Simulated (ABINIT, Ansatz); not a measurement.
# How the form of the self-energy moves the gap of Cs2KYF6 (Fm-3m), part 2 of 2

Aim: compare treatments of exchange, screening and correlation for the gap of Cs2KYF6 (Fm-3m).

ABINIT 10.8.3; PBEsol and many-body steps on it, plane waves. Known limits of the many-body steps: not at the basis limit; no spin-orbit coupling; coarse k mesh.

So far. Step 5 (G0W0, von der Linden-Horsch plasmon pole): Against G0W0 in ABINIT (2×2×2 mesh, 177 bands, screening to 141.5 eV, Godby-Needs plasmon pole), the gap moves by +0.160 eV. Step 6 (G0W0, Hybertsen-Louie plasmon pole): Against G0W0 in ABINIT (2×2×2 mesh, 177 bands, screening to 141.5 eV, Godby-Needs plasmon pole), the gap moves by +0.825 eV.

## 7. One-shot Hartree-Fock

This step: one-shot Hartree-Fock on PBEsol, plane waves, norm-conserving pseudopotentials.

The input, run.abi:

```
acell 3*1.0 Angstrom
rprim 
  -0.000000000000 4.722500000000 4.722500000000
  4.722500000000 -0.000000000000 4.722500000000
  4.722500000000 4.722500000000 0.000000000000
ntypat 4
znucl 19 55 39 9
natom 10
typat 1 2 2 3 4 4 4 4 4 4
xred 
  0.500000000000 0.500000000000 0.500000000000
  0.250000000000 0.250000000000 0.250000000000
  0.750000000000 0.750000000000 0.750000000000
  0.000000000000 0.000000000000 0.000000000000
  0.775000000000 0.225000000000 0.225000000000
  0.225000000000 0.775000000000 0.225000000000
  0.225000000000 0.775000000000 0.775000000000
  0.775000000000 0.225000000000 0.775000000000
  0.225000000000 0.225000000000 0.775000000000
  0.775000000000 0.775000000000 0.225000000000
pp_dirpath "pseudos"
pseudos "K.upf, Cs.upf, Y.upf, F.upf"
ecut 36
ngkpt 2 2 2
nshiftk 1
shiftk 0 0 0
kptopt 1
chksymbreak 0
istwfk *1
occopt 1
irdwfk 1
optdriver 4
nband 44
gwcalctyp 5
ecutsigx 36
symsigma 1
nkptgw 1
kptgw 
  0.0000000000 0.0000000000 0.0000000000
bdgw 
  38 43
ixc_sigma 40
fftgw 31
indata_prefix "in"
outdata_prefix "out"
tmpdata_prefix "tmp"
```

The run is started by

```sh
OMP_NUM_THREADS=1 mpirun -n 8 abinit run.abi > log
```

Numbers of over 12 decimals in the logs are rounded to 6 here.

Output:

```text
.Version 10.8.3 of ABINIT. v10.8.2 released Aug 2026.

 Symmetries : space group Fm -3 m (#225); Bravais cF (face-center cubic)
[... echo of the input left out ...]
== DATASET  1 ==================================================================
-   mpi_nproc: 8, omp_nthreads: 1 (-1 if OMP is not activated)

--- !DatasetInfo
iteration_state: {dtset: 1, }
dimensions: {natom: 10, nkpt: 3, mband: 44, nsppol: 1, nspinor: 1, nspden: 1, mpw: 14668, }
cutoff_energies: {ecut:  36.0, pawecutdg:  -1.0, }
[...]
41   6.420  -8.046  -3.837   0.000   1.000   0.000  -3.837   4.209  10.630
       42   7.798  -7.813  -3.542   0.000   1.000   0.000  -3.542   4.271  12.070
       43   7.798  -7.813  -3.542   0.000   1.000   0.000  -3.542   4.271  12.070

== END DATASET(S) ==============================================================
================================================================================

 -outvars: echo values of variables after computation  --------
           etotal      0.0000000000E+00
            nband          44
             nkpt           3
          spgroup         225
 [... the other variables as echoed above ...]

 Calculation completed.
```

It took 7.8 s on 8 MPI ranks of Intel Xeon 6975P-C (Granite Rapids), shared host; peak memory 2.7 GiB.

Numbers from this step:

| Property | Result |
| --- | --- |
| quasiparticle gap on the points computed | 18.13 eV |
| starting gap on the mesh | 6.587 eV |
| k of the valence top | 0, 0, 0 |
| k of the conduction bottom | 0, 0, 0 |
| least direct quasiparticle gap on the computed points | 18.13 eV |

Against G0W0 in ABINIT (2×2×2 mesh, 177 bands, screening to 141.5 eV, Godby-Needs plasmon pole), the gap moves by +8.438 eV.

## 8. Screening, 2×2×2 mesh, 177 bands, screening to 141.5 eV

This step: RPA screening on PBEsol, plane waves, norm-conserving pseudopotentials.

Changes to run.abi since step 7:

```diff
@@ -31,14 +31,14 @@
 irdwfk 1
-optdriver 4
-nband 44
-gwcalctyp 5
-ecutsigx 36
-symsigma 1
-nkptgw 1
-kptgw 
-  0.0000000000 0.0000000000 0.0000000000
-bdgw 
-  38 43
-ixc_sigma 40
-fftgw 31
+optdriver 3
+nband 177
+ecuteps 5.2
+inclvkb 2
+awtr 1
+symchi 1
+gwcalctyp 2
+nfreqre 16
+freqremax 40 eV
+nfreqim 8
+spmeth 1
+nomegasf 120
 indata_prefix "in"
```

Output:

```text
.Version 10.8.3 of ABINIT. v10.8.2 released Aug 2026.

 Symmetries : space group Fm -3 m (#225); Bravais cF (face-center cubic)
[... echo of the input left out ...]
== DATASET  1 ==================================================================
-   mpi_nproc: 8, omp_nthreads: 1 (-1 if OMP is not activated)

--- !DatasetInfo
iteration_state: {dtset: 1, }
dimensions: {natom: 10, nkpt: 3, mband: 177, nsppol: 1, nspinor: 1, nspden: 1, mpw: 14668, }
cutoff_energies: {ecut:  36.0, pawecutdg:  -1.0, }
electrons: {nelect:   8.00000000E+01, charge:   0.00000000E+00, occopt:   1.00000000E+00, tsmear:   1.00000000E-02, }

 SCREENING: Calculation of the susceptibility and dielectric matrices

 Based on a program developped by R.W. Godby, V. Olevano, G. Onida, and L. Reining.
 Incorporated in ABINIT by V. Olevano, G.-M. Rignanese, and M. Torrent.
.Using double precision arithmetic ; gwpc =  8

[... cell and pseudopotentials left out ...]
--------------------------------------------------------------------------------

 ==== K-mesh for the wavefunctions ====
 Number of points in the irreducible wedge :     3
[... list of points left out ...]
 Together with 48 symmetry operations and time-reversal symmetry
 yields     8 points in the full Brillouin Zone.

 ==== Q-mesh for the screening function ====
 Number of points in the irreducible wedge :     3
[... list of points left out ...]
 Together with 48 symmetry operations and time-reversal symmetry
 yields     8 points in the full Brillouin Zone.

 setmesh: FFT mesh size selected  =    48x   48x   48
          total number of points  =       110592

 vcoul_init : cutoff-mode = AUXILIARY_FUNCTION
 q-points for optical limit:   1
     1)      0.000010    0.000020    0.000030

- screening: taking advantage of time-reversal symmetry
- Maximum band index for partially occupied states nbvw = 40
- Remaining bands to be divided among processors   nbcw = 137
- Number of bands treated by each node ~17

 Number of electrons calculated from density =   80.0000; Expected =   80.0000
 average of density, n =  0.056279
 r_s =    1.6188
 omega_plasma =   22.8839 [eV]

 calculating chi0 at frequencies [eV] :
  1    0.000000E+00    0.000000E+00
  2    2.666667E+00    0.000000E+00
  3    5.333333E+00    0.000000E+00
[...]
23    0.000000E+00    5.828122E+01
 24    0.000000E+00    8.206059E+01

--------------------------------------------------------------------------------
  q-point number  1        q = ( 0.000000, 0.000000, 0.000000) [r.l.u.]
--------------------------------------------------------------------------------
[... chi0 elements left out ...]
  [... further frequencies ...]

 No. of calculated frequencies >  15, stop printing
 For q-point:  0.000010 0.000020 0.000030
  dielectric constant =   2.1193
  dielectric constant without local fields =   2.3871

  Average fulfillment of the sum rule on Im[epsilon] for q-point    1 :     46.52  [%]
[... wings left out ...]
  q-point number  2        q = ( 0.500000, 0.000000, 0.000000) [r.l.u.]
--------------------------------------------------------------------------------
[... chi0 elements left out ...]
  [... further frequencies ...]

 No. of calculated frequencies >  15, stop printing
  Average fulfillment of the sum rule on Im[epsilon] for q-point    2 :     51.91  [%]

 [... 1 further q-points ...]
```

Wall time 3.2 min (8 MPI ranks); peak memory 14 GiB.

This step gave:

| Quantity | Value |
| --- | --- |
| ε∞ with local fields, on this mesh, along the program's q direction | 2.119 |
| the same without local fields | 2.387 |
| plasma frequency | 22.88 eV |
| plane waves in the screening matrix | 821 |

## 9. G0W0, contour deformation

This step: G0W0 on PBEsol, plane waves, norm-conserving pseudopotentials.

Changes to run.abi since step 8:

```diff
@@ -31,14 +31,15 @@
 irdwfk 1
-optdriver 3
+optdriver 4
 nband 177
+gwcalctyp 2
+ecutsigx 36
+symsigma 1
+nkptgw 1
+kptgw 
+  0.0000000000 0.0000000000 0.0000000000
+bdgw 
+  38 43
 ecuteps 5.2
-inclvkb 2
-awtr 1
-symchi 1
-gwcalctyp 2
-nfreqre 16
-freqremax 40 eV
-nfreqim 8
-spmeth 1
-nomegasf 120
+irdscr 1
+gwmem 01
 indata_prefix "in"
```

Output:

```text
.Version 10.8.3 of ABINIT. v10.8.2 released Aug 2026.

 Symmetries : space group Fm -3 m (#225); Bravais cF (face-center cubic)
[... echo of the input left out ...]
== DATASET  1 ==================================================================
-   mpi_nproc: 8, omp_nthreads: 1 (-1 if OMP is not activated)

--- !DatasetInfo
iteration_state: {dtset: 1, }
dimensions: {natom: 10, nkpt: 3, mband: 177, nsppol: 1, nspinor: 1, nspden: 1, mpw: 14668, }
cutoff_energies: {ecut:  36.0, pawecutdg:  -1.0, }
[...]
39  -0.166 -21.943 -29.273   5.285   0.779  -0.284 -23.536  -1.593  -1.759
[...]
43   7.798  -7.813  -3.542  -2.450   0.884  -0.131  -6.203   1.611   9.409
       43   0.000   0.000   0.000   0.000   0.000   0.000   0.000   0.000   0.000

== END DATASET(S) ==============================================================
================================================================================

 -outvars: echo values of variables after computation  --------
           etotal      0.0000000000E+00
            nband         177
             nkpt           3
          spgroup         225
 [... the other variables as echoed above ...]

 Calculation completed.
```

Wall time 23 s (8 MPI ranks); peak memory 4.6 GiB.

This step gave:

* G0W0 gap on the points computed: 9.66 eV
* starting gap on the mesh: 6.587 eV
* k of the valence top: 0, 0, 0
* k of the conduction bottom: 0, 0, 0
* least direct G0W0 gap on the computed points: 9.66 eV

Against G0W0 in ABINIT (2×2×2 mesh, 177 bands, screening to 141.5 eV, Godby-Needs plasmon pole), the gap moves by −0.028 eV.

## 10. Side by side

Times are wall times on 8 MPI ranks of Intel Xeon 6975P-C (Granite Rapids), shared host, good to a factor of about two. A run's time includes the screening step that it read.

| run | mesh | bands | screening cutoff (eV) | DFT gap (eV) | gap on the mesh (eV) | direct (eV) | ε∞ used | time |
| --- | --- | --- | --- | --- | --- | --- | --- | --- |
| G0W0, Godby-Needs plasmon pole | 2×2×2 | 177 | 141.5 | 6.587 | 9.688 | 9.688 | 2.12 | 1.7 min |
| G0W0, von der Linden-Horsch plasmon pole | 2×2×2 | 177 | 141.5 | 6.587 | 9.848 | 9.848 | 2.12 | 2 min |
| G0W0, Hybertsen-Louie plasmon pole | 2×2×2 | 177 | 141.5 | 6.587 | 10.513 | 10.513 | 2.12 | 1.7 min |
| one-shot Hartree-Fock | 2×2×2 | - | - | 6.587 | 18.126 | 18.126 | - | 7.8 s |
| G0W0, contour deformation | 2×2×2 | 177 | 141.5 | 6.587 | 9.660 | 9.660 | 2.12 | 3.6 min |

## 11. What came out

```
G0W0, Godby-Needs plasmon pole           : 9.688 eV
G0W0, von der Linden-Horsch plasmon pole : 9.848 eV
G0W0, Hybertsen-Louie plasmon pole       : 10.513 eV
one-shot Hartree-Fock                    : 18.126 eV
G0W0, contour deformation                : 9.660 eV
known limits                             : not at the basis limit; no spin-orbit coupling; coarse k mesh
```

What this shows: G0W0, von der Linden-Horsch plasmon pole: +0.160 eV against G0W0, Godby-Needs plasmon pole. G0W0, Hybertsen-Louie plasmon pole: +0.825 eV against G0W0, Godby-Needs plasmon pole. One-shot Hartree-Fock: +8.438 eV against G0W0, Godby-Needs plasmon pole. G0W0, contour deformation: −0.028 eV against G0W0, Godby-Needs plasmon pole. Bare exchange alone opens the gap to 18.13 eV; against G0W0, correlation takes back 8.44 eV. Bands and cutoff are finite, so the gap is not at the basis limit. The miss can reach some tenths of an eV and take either sign; the mesh is an error of its own. In the G0W0 runs levels were corrected at 1 k point alone, so a gap called «on the mesh» is the least over those, and an edge elsewhere would be missed. The 2×2×2 mesh is coarse for this cell, which bears on the long-range parts of exchange and screening. The many-body steps are scalar-relativistic: spin-orbit coupling is not in them.

[Paths, hosts, dates, memory and timing lines, banners, echoed tables and standing remarks are left out of the program output.]

[Logs are printed without paths, hosts, clocks, repeated set-up lines and the standing remarks that a program may print on its own settings, such as how far it seeks lower states.]

[Runs of the session that timed out or met a known fault of the program may be left out.]

[Hosts, paths, dates, database ids (printed as entryN), source tags and the programs' standing remarks are cut or masked in the printed files.]

[G0W0 gaps are taken among the corrected bands and points alone; a level outside them can change the order at an edge.]

[Where Ansatz stands beside ABINIT at settings called matched, ABINIT's density can come from a denser mesh and the files from another edition; pairs whose starting gaps differed by over 0.03 eV were left out, so agreement reads better than it is.]
